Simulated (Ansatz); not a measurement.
# Ga2S3 (Cc): a band-gap study from LDA to G0W0 at the band limit, part 2 of 3

Aim: a best estimate of the quasiparticle gap of Ga2S3 (Cc), with each correction and its cost laid out.

Ansatz 0.2.0; density functionals, hybrids, G0W0, plane waves, PAW. Known limits of the many-body steps: not at the basis limit; no spin-orbit coupling; coarse k mesh.

So far. Step 4 (HSE06): The gap stands +1.34 eV against LDA. Step 5 (PBE0): The gap stands +2.03 eV against LDA.

In doubt: masses and optical values from hybrid runs of this build are listed as unsure (step 11), which bears on the screening that GW takes from such a start.

### 6. Dielectric tensor

ε∞ sets how strongly the crystal screens. Perturbation theory gives it with local fields and without a sum over empty bands.

This step: dielectric response by perturbation theory, LDA, plane waves, PAW; PAW set soft_1.

input.yaml reads:

```yaml
crystal:
  lattice:
    - [5.5535, -3.1975, 0.0]
    - [5.5535, 3.1975, 0.0]
    - [-3.6339226554, 0.0, 6.0074160114]
  atoms:
    - { symbol: Ga, position: [0.63979, 0.44447, 0.12512] }
    - { symbol: Ga, position: [0.44447, 0.63979, 0.62512] }
    - { symbol: Ga, position: [0.2682, 0.13232, 0.11559] }
    - { symbol: Ga, position: [0.13232, 0.2682, 0.61559] }
    - { symbol: S, position: [0.9089, 0.0811, 0.9838] }
    - { symbol: S, position: [0.0811, 0.9089, 0.4838] }
    - { symbol: S, position: [0.4303, 0.2453, 0.4999] }
    - { symbol: S, position: [0.2453, 0.4303, 0.9999] }
    - { symbol: S, position: [0.5901, 0.7581, 0.0084] }
    - { symbol: S, position: [0.7581, 0.5901, 0.5084] }
kpoints:
  mp_grid: { grid: [4, 4, 4] }
hamiltonian:
  xc: lda
  pseudopotentials: { kind: paw, azcp: { folder: soft_1 }, xc_functional: pbe }
scf:
  occupations: { method: fixed }
dielectric: {}
```

On the command line:

```
> ansatz run input.yaml --threads 3 --pin off --max-ram 92160MiB --backend cuda --events-out ev --progress --plain --runs-dir out --devices 1 --max-vram 13GiB
```

Numbers of over 12 decimals in the logs are rounded to 6 here.

What it wrote:

```text
GPUs: using 1 of 1 available (devices: 1).
[...]
GPU FFT provider: cuFFT
GPU libraries: cuBLAS 13.8.2, cuFFT 12.4.0, cuSOLVER 12.3.4
Crystal: 10 atoms, lattice volume = 213.351 Å³
Basis set: ecut = 420 eV, 4167 PW (Γ), exchange–correlation on 90×90×96 points (8 copies of the dense FFT grid, shifted against one another)
Bands: 54, of which v1, the nominal top of the filled ones, is band 44 counted from 1 (43 counted from 0)
Symmetry: 2 space group operations
k-points: 36 of 64 (irreducible under 1 space group operation, time reversal used)
[...]
GPU buffer pool allocated for 97200 grid points (all kernels)
[...]
SCF iter   1: F=—  HF=-20053.028557 eV  |F-HF|=—  |Δ(HF+E_count)|=         —  Δρ=4.88e-2  dr2=3.51e0  ethr=3.10e-3  ⟨swp⟩=5.0  Hψ=6740  notcnv=0  defer=232
[...]
SCF iter  14: F=-20051.797201 eV  HF=-20051.797201 eV  |F-HF|=7.28e-12  |Δ(HF+E_count)|=  9.46e-11  Δρ=3.31e-8  dr2=1.95e-12  ethr=1.00e-12  ⟨swp⟩=3.0  Hψ=4396  notcnv=0
SCF 1 converged in 14 iterations: F = -20051.797201 eV  dr2 = 1.95e-12
[...]
the response reads at least the filled bands of the reference SCF and the lowest empty band at each k-point, and that SCF's band table does not vouch for those bands. The notice of the band table in this run's record says why
[...]
Internal energy: -20051.797201 eV  (E = F + TS)
E sigma→0 (E₀):  -20051.797201 eV
Fermi energy:    5.508799 eV
[...]
--- Band table (eV; the first three rows and the last of 36) ---
  k-point 0: bands = [... 40 lower, 4.4618, 4.8446, 4.9859, 5.5088, 7.1744, 7.7069, 8.5095, 8.7705, ... 6 higher]
  k-point 1: bands = [... 40 lower, 4.4688, 4.4815, 4.8970, 5.1799, 7.8504, 7.9860, 8.7449, 8.8745, ... 6 higher]
  k-point 2: bands = [... 40 lower, 4.3855, 4.3855, 4.9005, 4.9005, 8.2991, 8.2991, 9.0363, 9.0363, ... 6 higher]
  k-point 35: bands = [... 40 lower, 4.0094, 4.0094, 4.9173, 4.9173, 7.8982, 7.8982, 8.7139, 8.7139, ... 6 higher]
--- Dielectric response (ions clamped): 3 representative field directions + reference, inside a basis on a mesh of 216 k-points (Σ response iterations 15) ---
  ε∞ (high-frequency dielectric tensor):
        6.233715     0.000000    -0.122136
        0.000000     6.327999     0.000000
       -0.122136     0.000000     6.468256
  Born effective charges Z* (e; rows j = field, columns β = displacement):
    site 0:
         2.52866   -0.54836   -0.38293
         0.55546    2.56717   -0.13872
        -0.02176   -0.44567    2.69390
    site 1:
         2.52866    0.54836   -0.38293
        -0.55546    2.56717    0.13872
[...]
site 2:
[...]
site 3:
[...]
site 4:
[...]
site 5:
[...]
site 6:
[...]
site 7:
[...]
site 8:
[...]
0.42087   -0.17693   -2.10270
    site 9:
        -1.32478    0.60343    0.55154
         0.50817   -2.05302    0.12102
         0.42087    0.17693   -2.10270
  Z* charge neutrality: 1.597e-2 e pre-enforcement
  solved inside a basis spanned on kpoints, on 6×6×6 k-points, its susceptibility summed on 8×8×8: ε∞ is read to err by 2.4e-2, Z* by 1.9e-2 e (field_mesh: kpoints solves on kpoints); Z* is corrected for what the basis lacks
[key lines of the parts left out:]
SCF converged after 14 iterations
Free energy (F): -20051.797201 eV
```

Wall time 74 s (1 × NVIDIA H100 80GB HBM3 (shared by 6 runs) with 3 threads of AMD EPYC 7R13 (Zen 3), shared host); peak memory 3.4 GiB; 2.8 min of CPU time.

This step gave:

```
stated error of ε∞ : 0.024
```

One over ε∞ averages 0.16, under the quarter of exact exchange in PBE0, which by this rule of thumb may open the gap too far.

High-frequency dielectric tensor:

```
 6.23  0.00 -0.12
 0.00  6.33  0.00
-0.12  0.00  6.47
```

### 7. G0W0, 4×4×2 mesh, 176 empty bands, screening to 51 eV, PAW set soft_1 files

G0W0 replaces the xc potential by the self-energy, built once from these orbitals. Only a window of levels is corrected, while the sums run over the empty bands that the input names. This step takes PAW set soft_1 files.

This step: G0W0 on LDA, plane waves, PAW; PAW set soft_1.

Edit input.yaml of step 6 so:

```diff
@@ -17,3 +17,3 @@
 kpoints:
-  mp_grid: { grid: [4, 4, 4] }
+  mp_grid: { grid: [4, 4, 2] }
 hamiltonian:
@@ -23,2 +23,7 @@
   occupations: { method: fixed }
-dielectric: {}
+gw:
+  n_empty_bands: 176
+  ecut_chi: 51
+  qp_bands: [v3, c3]
+  qp_kpoints: band_edges
+  screening: { model: contour_deformation }
```

What it wrote:

```text
GPUs: using 1 of 1 available (devices: 1).
[...]
GPU FFT provider: cuFFT
GPU libraries: cuBLAS 13.8.2, cuFFT 12.4.0, cuSOLVER 12.3.4
Crystal: 10 atoms, lattice volume = 213.351 Å³
Basis set: ecut = 420 eV, 4167 PW (Γ)
Bands: 54, of which v1, the nominal top of the filled ones, is band 44 counted from 1 (43 counted from 0)
Symmetry: 2 space group operations
[...]
k-points: 14 of 32 (time reversal used)
[...]
1    43      4.9011   -18.4663     2.6518   -15.5593  0.7505     4.6448     4.6460  root
[...]
13    44      4.9177   -18.2554     2.7167   -15.2698  0.7483     4.6474     4.6488  root
    13    45      7.8989    -9.4072    -3.6123   -14.1254  0.7885     9.0253     9.0048  root
    13    46      7.8989    -9.4072    -3.6123   -14.1254  0.7885     9.0253     9.0048  root
    13    47      8.7146    -9.7249    -3.8657   -14.8036  0.7790     9.9579     9.9276  root
[key lines of the parts left out:]
SCF converged after 9 iterations
Free energy (F): -20051.785229 eV
Fermi energy:    5.509725 eV
```

Elapsed: 24 s, on 1 × NVIDIA H100 80GB HBM3 (shared by 6 runs) with 3 threads; peak memory 1.4 GiB; 32 s of CPU time.

This step gave:

```yaml
bands_summed: 220
rpa_eps_infinity_on_this_mesh_eigenvalues: 6.077, 6.223, 6.796
plane_waves_in_the_screening_matrix: 175
g0w0_gap_on_the_mesh: 3.032 eV
k_of_the_valence_top: 0, 0, 0
k_of_the_conduction_bottom: 0, 0, 0
starting_gap_on_the_mesh: 1.665 eV
least_direct_g0w0_gap_on_the_computed_points: 3.032 eV
```

The gap on the mesh goes from 1.66 eV to 3.03 eV, a correction of +1.37 eV. Between the two edge states, bare exchange in place of the xc potential would open the gap by 7.47 eV, and correlation takes back 6.10 eV.

### 8. G0W0, 4×4×2 mesh, 499 empty bands, screening to 102 eV, PAW set soft_1 files

Bands and screening cutoff are moved together, since each hides the error of the other.

Edit input.yaml of step 7 so:

```diff
@@ -24,4 +24,4 @@
 gw:
-  n_empty_bands: 176
-  ecut_chi: 51
+  n_empty_bands: 499
+  ecut_chi: 102
   qp_bands: [v3, c3]
```

What it wrote:

```text
GPUs: using 1 of 1 available (devices: 1).
[...]
GPU FFT provider: cuFFT
GPU libraries: cuBLAS 13.8.2, cuFFT 12.4.0, cuSOLVER 12.3.4
Crystal: 10 atoms, lattice volume = 213.351 Å³
Basis set: ecut = 420 eV, 4167 PW (Γ)
Bands: 54, of which v1, the nominal top of the filled ones, is band 44 counted from 1 (43 counted from 0)
Symmetry: 2 space group operations
[...]
k-points: 14 of 32 (time reversal used)
[...]
1    43      4.9011   -18.4663     2.3211   -15.5593  0.7444     4.3084     4.3152  root
[...]
13    44      4.9177   -18.2554     2.3866   -15.2698  0.7423     4.3113     4.3187  root
    13    45      7.8989    -9.4072    -3.9401   -14.1254  0.7850     8.6858     8.6770  root
    13    46      7.8989    -9.4072    -3.9401   -14.1254  0.7850     8.6858     8.6770  root
    13    47      8.7146    -9.7249    -4.2218   -14.8036  0.7748     9.5844     9.5714  root
[key lines of the parts left out:]
SCF converged after 9 iterations
Free energy (F): -20051.785229 eV
Fermi energy:    5.509725 eV
```

It took 43 s on 1 × NVIDIA H100 80GB HBM3 (shared by 6 runs) with 3 threads; peak memory 2.2 GiB.

Numbers from this step:

| Item | Value |
| --- | --- |
| bands summed | 543 |
| RPA ε∞ on this mesh (eigenvalues) | 6.012, 6.156, 6.670 |
| plane waves in the screening matrix | 495 |
| G0W0 gap on the mesh | 3.040 eV |
| k of the valence top | 0, 0, 0 |
| k of the conduction bottom | 0, 0, 0 |
| starting gap on the mesh | 1.665 eV |
| least direct G0W0 gap on the computed points | 3.040 eV |

Against the run with 4×4×2 mesh, 176 empty bands, screening to 51 eV, PAW set soft_1 files, the gap moves by +0.009 eV.

### 9. G0W0, 4×4×2 mesh, 1073 empty bands, screening to 170 eV, PAW set soft_1 files

Edit input.yaml of step 8 so:

```diff
@@ -24,4 +24,4 @@
 gw:
-  n_empty_bands: 499
-  ecut_chi: 102
+  n_empty_bands: 1073
+  ecut_chi: 170.0
   qp_bands: [v3, c3]
```

What it wrote:

```text
GPUs: using 1 of 1 available (devices: 1).
[...]
GPU FFT provider: cuFFT
GPU libraries: cuBLAS 13.8.2, cuFFT 12.4.0, cuSOLVER 12.3.4
Crystal: 10 atoms, lattice volume = 213.351 Å³
Basis set: ecut = 420 eV, 4167 PW (Γ)
Bands: 54, of which v1, the nominal top of the filled ones, is band 44 counted from 1 (43 counted from 0)
Symmetry: 2 space group operations
[...]
k-points: 14 of 32 (time reversal used)
[...]
GPU buffer pool allocated for 97200 grid points (all kernels)
[...]
SCF iter   1: F=—  HF=-20053.017612 eV  |F-HF|=—  |Δ(HF+E_count)|=         —  Δρ=4.89e-2  dr2=3.51e0  ethr=3.10e-3  ⟨swp⟩=5.0  Hψ=2627  notcnv=0  defer=91
[...]
SCF iter   9: F=-20051.785229 eV  HF=-20051.785229 eV  |F-HF|=7.13e-8  |Δ(HF+E_count)|=   2.12e-7  Δρ=5.75e-6  dr2=8.24e-8  ethr=1.14e-10  ⟨swp⟩=12.0  Hψ=4397  notcnv=0
SCF 1 converged in 9 iterations: F = -20051.785229 eV  dr2 = 8.24e-8
[...]
G₀W₀ screening: q 1/14
[... further progress lines ...]
[...]
SCF converged after 9 iterations
Free energy (F): -20051.785229 eV
[...]
Internal energy: -20051.785229 eV  (E = F + TS)
E sigma→0 (E₀):  -20051.785229 eV
Fermi energy:    5.509725 eV
[...]
--- Band table (eV; the first three rows and the last of 14) ---
  k-point 0: bands = [... 40 lower, 4.4627, 4.8452, 4.9859, 5.5097, 7.1744, 7.7073, 8.5103, 8.7701, ... 6 higher]
  k-point 1: bands = [... 40 lower, 4.3862, 4.3862, 4.9011, 4.9011, 8.2995, 8.2995, 9.0366, 9.0366, ... 6 higher]
  k-point 2: bands = [... 40 lower, 3.9782, 4.3953, 4.7090, 5.4532, 7.8832, 8.0863, 8.4036, 8.8300, ... 6 higher]
  k-point 13: bands = [... 40 lower, 4.0099, 4.0099, 4.9177, 4.9177, 7.8989, 7.8989, 8.7146, 8.7146, ... 6 higher]
[...]
0    42      4.8452   -19.0765     1.7904   -16.5580  0.7532     4.1086     4.1172  root
     0    43      4.9859   -18.8916     1.9244   -16.2216  0.7494     4.2304     4.2404  root
     0    44      5.5097   -18.6191     2.0553   -15.7952  0.7445     4.7297     4.7412  root
     0    45      7.1744   -10.4120    -4.0368   -15.0563  0.7842     7.7864     7.7819  root
     0    46      7.7073    -9.7343    -4.0551   -14.4338  0.7836     8.3570     8.3516  root
     0    47      8.5103    -9.5514    -4.3448   -14.5510  0.7775     9.1718     9.1650  root
     1    42      4.3862   -18.9369     2.0002   -16.1834  0.7512     3.6230     3.6330  root
     1    43      4.9011   -18.4663     2.1317   -15.5593  0.7428     4.1133     4.1259  root
     1    44      4.9011   -18.4663     2.1317   -15.5593  0.7428     4.1133     4.1259  root
     1    45      8.2995    -9.9708    -4.2933   -14.9408  0.7778     8.9828     8.9761  root
     1    46      8.2995    -9.9708    -4.2933   -14.9408  0.7778     8.9828     8.9761  root
     1    47      9.0366    -6.4963    -4.1527   -11.1337  0.7925     9.5248     9.5213  root
     2    42      4.3953   -18.3230     2.1695   -15.3874  0.7420     3.6162     3.6292  root
     2    43      4.7090   -18.7445     1.9560   -16.0407  0.7488     3.9510     3.9614  root
     2    44      5.4532   -18.5067     2.1180   -15.6092  0.7429     4.6615     4.6738  root
     2    45      7.8832   -10.8275    -4.1447   -15.5868  0.7758     8.5029     8.4977  root
     2    46      8.0863    -9.4647    -4.2043   -14.3043  0.7816     8.7274     8.7216  root
     2    47      8.4036    -9.8971    -4.3084   -14.8648  0.7762     9.0696     9.0630  root
     4    42      4.1382   -18.3077     2.1223   -15.4211  0.7449     3.3622     3.3740  root
     4    43      4.3041   -18.0328     2.3280   -14.9254  0.7357     3.5094     3.5246  root
     4    44      5.3739   -18.3514     2.1785   -15.3850  0.7412     4.5733     4.5863  root
     4    45      7.8469    -9.2536    -4.1003   -13.9567  0.7846     8.4547     8.4497  root
     4    46      7.9535    -9.3067    -4.1418   -14.0584  0.7836     8.5686     8.5634  root
     4    47      8.5096   -10.2862    -4.4023   -15.3701  0.7719     9.1986     9.1911  root
[...]
12    46      8.3094    -9.8388    -4.3682   -14.8713  0.7765     8.9806     8.9737  root
    12    47      8.5314    -9.8783    -4.4642   -15.0319  0.7734     9.2285     9.2207  root
    13    42      4.0099   -18.3056     2.1209   -15.4349  0.7427     3.2478     3.2602  root
    13    43      4.9177   -18.2554     2.1989   -15.2698  0.7407     4.1176     4.1310  root
    13    44      4.9177   -18.2554     2.1989   -15.2698  0.7407     4.1176     4.1310  root
    13    45      7.8989    -9.4072    -4.1065   -14.1254  0.7841     8.5158     8.5106  root
    13    46      7.8989    -9.4072    -4.1065   -14.1254  0.7841     8.5158     8.5106  root
    13    47      8.7146    -9.7249    -4.4044   -14.8036  0.7738     9.3964     9.3889  root
```

Run time: 3.3 min. Hardware: 1 × NVIDIA H100 80GB HBM3 (shared by 6 runs) with 3 threads; peak memory 4.7 GiB; 5.7 min of CPU time.

Numbers from this step:

```
bands summed                                 : 1117
RPA ε∞ on this mesh (eigenvalues)            : 6.004, 6.148, 6.659
plane waves in the screening matrix          : 1083
q-points in the mesh                         : 32
G0W0 gap on the mesh                         : 3.041 eV
k of the valence top                         : 0, 0, 0
k of the conduction bottom                   : 0, 0, 0
starting gap on the mesh                     : 1.665 eV
Z at the valence top                         : 0.7445
Z at the conduction bottom                   : 0.7842
least direct G0W0 gap on the computed points : 3.041 eV
```

Against the run with 4×4×2 mesh, 499 empty bands, screening to 102 eV, PAW set soft_1 files, the gap moves by +0.0003 eV.

Limits: finite bands, cutoff and mesh; no spin-orbit coupling; coarse k mesh. v1 is the top filled band, c1 the lowest empty one. Levels before and after the correction, in eV, zero at the valence-band top of each column:

|  | conduction bottom | valence top |
| --- | --- | --- |
| Kohn-Sham | 1.66 | 0.00 |
| G0W0 | 3.04 | 0.00 |

|  | level | occupation | energy (eV) |
| --- | --- | --- | --- |
| Kohn-Sham | Γ v3 | 2 | -0.664 |
| Kohn-Sham | Γ v2 | 2 | -0.524 |
| Kohn-Sham | Γ v1 | 2 | 0.000 |
| Kohn-Sham | Γ c1 | 0 | 1.665 |
| Kohn-Sham | Γ c2 | 0 | 2.198 |
| Kohn-Sham | Γ c3 | 0 | 3.001 |
| G0W0 | Γ v3 | 2 | -0.624 |
| G0W0 | Γ v2 | 2 | -0.501 |
| G0W0 | Γ v1 | 2 | 0.000 |
| G0W0 | Γ c1 | 0 | 3.041 |
| G0W0 | Γ c2 | 0 | 3.610 |
| G0W0 | Γ c3 | 0 | 4.424 |

The parts of the quasiparticle energy at the two band edges (eV; QP = start + Σx + Σc − Vxc):

| run | edge | start | Σx | Σc | Vxc | Z | QP |
| --- | --- | --- | --- | --- | --- | --- | --- |
| 220 bands | valence top | 5.51 | -18.62 | 2.60 | -15.80 | 0.75 | 5.29 |
| 220 bands | conduction bottom | 7.17 | -10.41 | -3.50 | -15.06 | 0.79 | 8.32 |
| 543 bands | valence top | 5.51 | -18.62 | 2.25 | -15.80 | 0.75 | 4.94 |
| 543 bands | conduction bottom | 7.17 | -10.41 | -3.84 | -15.06 | 0.79 | 7.98 |
| 1117 bands | valence top | 5.51 | -18.62 | 2.06 | -15.80 | 0.74 | 4.74 |
| 1117 bands | conduction bottom | 7.17 | -10.41 | -4.04 | -15.06 | 0.78 | 7.78 |

### 10. G0W0@LDA, 2×2×2 mesh, 499 empty bands, screening to 102 eV, PAW set soft_1 files

A second mesh at equal bands and cutoff isolates the sampling error. Bands and cutoff differ from the step before, so it is read against an earlier run that matches them.

Edit input.yaml of step 9 so:

```diff
@@ -17,3 +17,3 @@
 kpoints:
-  mp_grid: { grid: [4, 4, 2] }
+  mp_grid: { grid: [2, 2, 2] }
 hamiltonian:
@@ -24,4 +24,4 @@
 gw:
-  n_empty_bands: 1073
-  ecut_chi: 170.0
+  n_empty_bands: 499
+  ecut_chi: 102
   qp_bands: [v3, c3]
```

What it wrote:

```text
GPUs: using 1 of 1 available (devices: 1).
[...]
GPU FFT provider: cuFFT
GPU libraries: cuBLAS 13.8.2, cuFFT 12.4.0, cuSOLVER 12.3.4
Crystal: 10 atoms, lattice volume = 213.351 Å³
Basis set: ecut = 420 eV, 4167 PW (Γ)
Bands: 54, of which v1, the nominal top of the filled ones, is band 44 counted from 1 (43 counted from 0)
Symmetry: 2 space group operations
[...]
k-points: 6 of 8
[...]
1    43      4.9073   -18.5948     2.4731   -15.5599  0.7358     4.3373     4.3455  root
[...]
5    44      4.9237   -18.3537     2.5143   -15.2693  0.7340     4.3450     4.3536  root
     5    45      7.9013    -9.2921    -4.0976   -14.1229  0.7743     8.6462     8.6345  root
     5    46      7.9013    -9.2921    -4.0976   -14.1229  0.7743     8.6462     8.6345  root
     5    47      8.7172    -9.6238    -4.3619   -14.7986  0.7651     9.5465     9.5301  root
[key lines of the parts left out:]
SCF converged after 9 iterations
Free energy (F): -20051.692285 eV
Fermi energy:    5.515357 eV
```

It took 19 s on 1 × NVIDIA H100 80GB HBM3 (shared by 6 runs) with 3 threads; peak memory 1.6 GiB.

This step gave:

| Item | Value |
| --- | --- |
| bands summed | 543 |
| RPA ε∞ on this mesh (eigenvalues) | 7.031, 7.184, 7.933 |
| plane waves in the screening matrix | 495 |
| G0W0 gap on the mesh | 2.981 eV |
| k of the valence top | 0, 0, 0 |
| k of the conduction bottom | 0, 0, 0 |
| starting gap on the mesh | 1.662 eV |
| least direct G0W0 gap on the computed points | 2.981 eV |

Against the run with 4×4×2 mesh, 499 empty bands, screening to 102 eV, PAW set soft_1 files, the gap moves by −0.06 eV.

### 11. G0W0@HSE06, 4×4×2 mesh, 499 empty bands, screening to 102 eV, PAW set soft_1 files

The same correction from a different start measures what one shot leaves open.

This step: G0W0 on HSE06, plane waves, PAW; PAW set soft_1.

Edit input.yaml of step 10 so:

```diff
@@ -17,6 +17,6 @@
 kpoints:
-  mp_grid: { grid: [2, 2, 2] }
+  mp_grid: { grid: [4, 4, 2] }
 hamiltonian:
-  xc: lda
-  pseudopotentials: { kind: paw, azcp: { folder: soft_1 }, xc_functional: pbe }
+  xc: hse06
+  pseudopotentials: { kind: paw, azcp: { folder: soft_1 } }
 scf:
```

What it wrote:

```text
GPUs: using 1 of 1 available (devices: 1).
[...]
GPU FFT provider: cuFFT
GPU libraries: cuBLAS 13.8.2, cuFFT 12.4.0, cuSOLVER 12.3.4
Crystal: 10 atoms, lattice volume = 213.351 Å³
Basis set: ecut = 420 eV, 4167 PW (Γ)
Bands: 54, of which v1, the nominal top of the filled ones, is band 44 counted from 1 (43 counted from 0)
Symmetry: 2 space group operations
[...]
k-points: 14 of 32 (time reversal used)
[...]
1    42      3.9193   -18.9695     2.0327   -16.6381  0.7893     3.6197     3.6206  root
     1    43      4.4469   -18.5534     2.1259   -16.1020  0.7836     4.1202     4.1214  root
[...]
13    44      4.4583   -18.3577     2.1830   -15.8401  0.7818     4.1223     4.1236  root
    13    45      8.7493    -8.7665    -3.7216   -12.8283  0.8178     9.0905     9.0896  root
    13    46      8.7493    -8.7665    -3.7216   -12.8283  0.8178     9.0905     9.0896  root
    13    47      9.6353    -9.0733    -3.9376   -13.4051  0.8102    10.0310    10.0295  root
[key lines of the parts left out:]
Free energy (F): -20556.732801 eV
Fermi energy:    5.088083 eV
```

Wall time 2.4 min (1 × NVIDIA H100 80GB HBM3 (shared by 6 runs) with 3 threads); peak memory 2.6 GiB; 3.2 min of CPU time.

Numbers from this step:

* bands summed: 543
* RPA ε∞ on this mesh (eigenvalues): 4.501, 4.577, 4.754
* plane waves in the screening matrix: 495
* G0W0 gap on the mesh: 3.671 eV
* k of the valence top: 0, 0, 0
* k of the conduction bottom: 0, 0, 0
* starting gap on the mesh: 3.015 eV
* least direct G0W0 gap on the computed points: 3.671 eV

Against the run with 4×4×2 mesh, 499 empty bands, screening to 102 eV, PAW set soft_1 files on LDA, the gap moves by +0.63 eV, while the start moved by +1.35 eV.

(Continued in part 3 of 3.)

[Paths, hosts, dates, memory and timing lines, banners, echoed tables and standing remarks are left out of the program output.]

[Logs are printed without paths, hosts, clocks, repeated set-up lines and the standing remarks that a program may print on its own settings, such as how far it seeks lower states.]

[Runs of the session that timed out or met a known fault of the program may be left out.]

[Cells called generated may have been cut or substituted from an entry of the Crystallography Open Database or the Materials Project.]

[Hosts, paths, dates, database ids (printed as entryN), source tags and the programs' standing remarks are cut or masked in the printed files.]
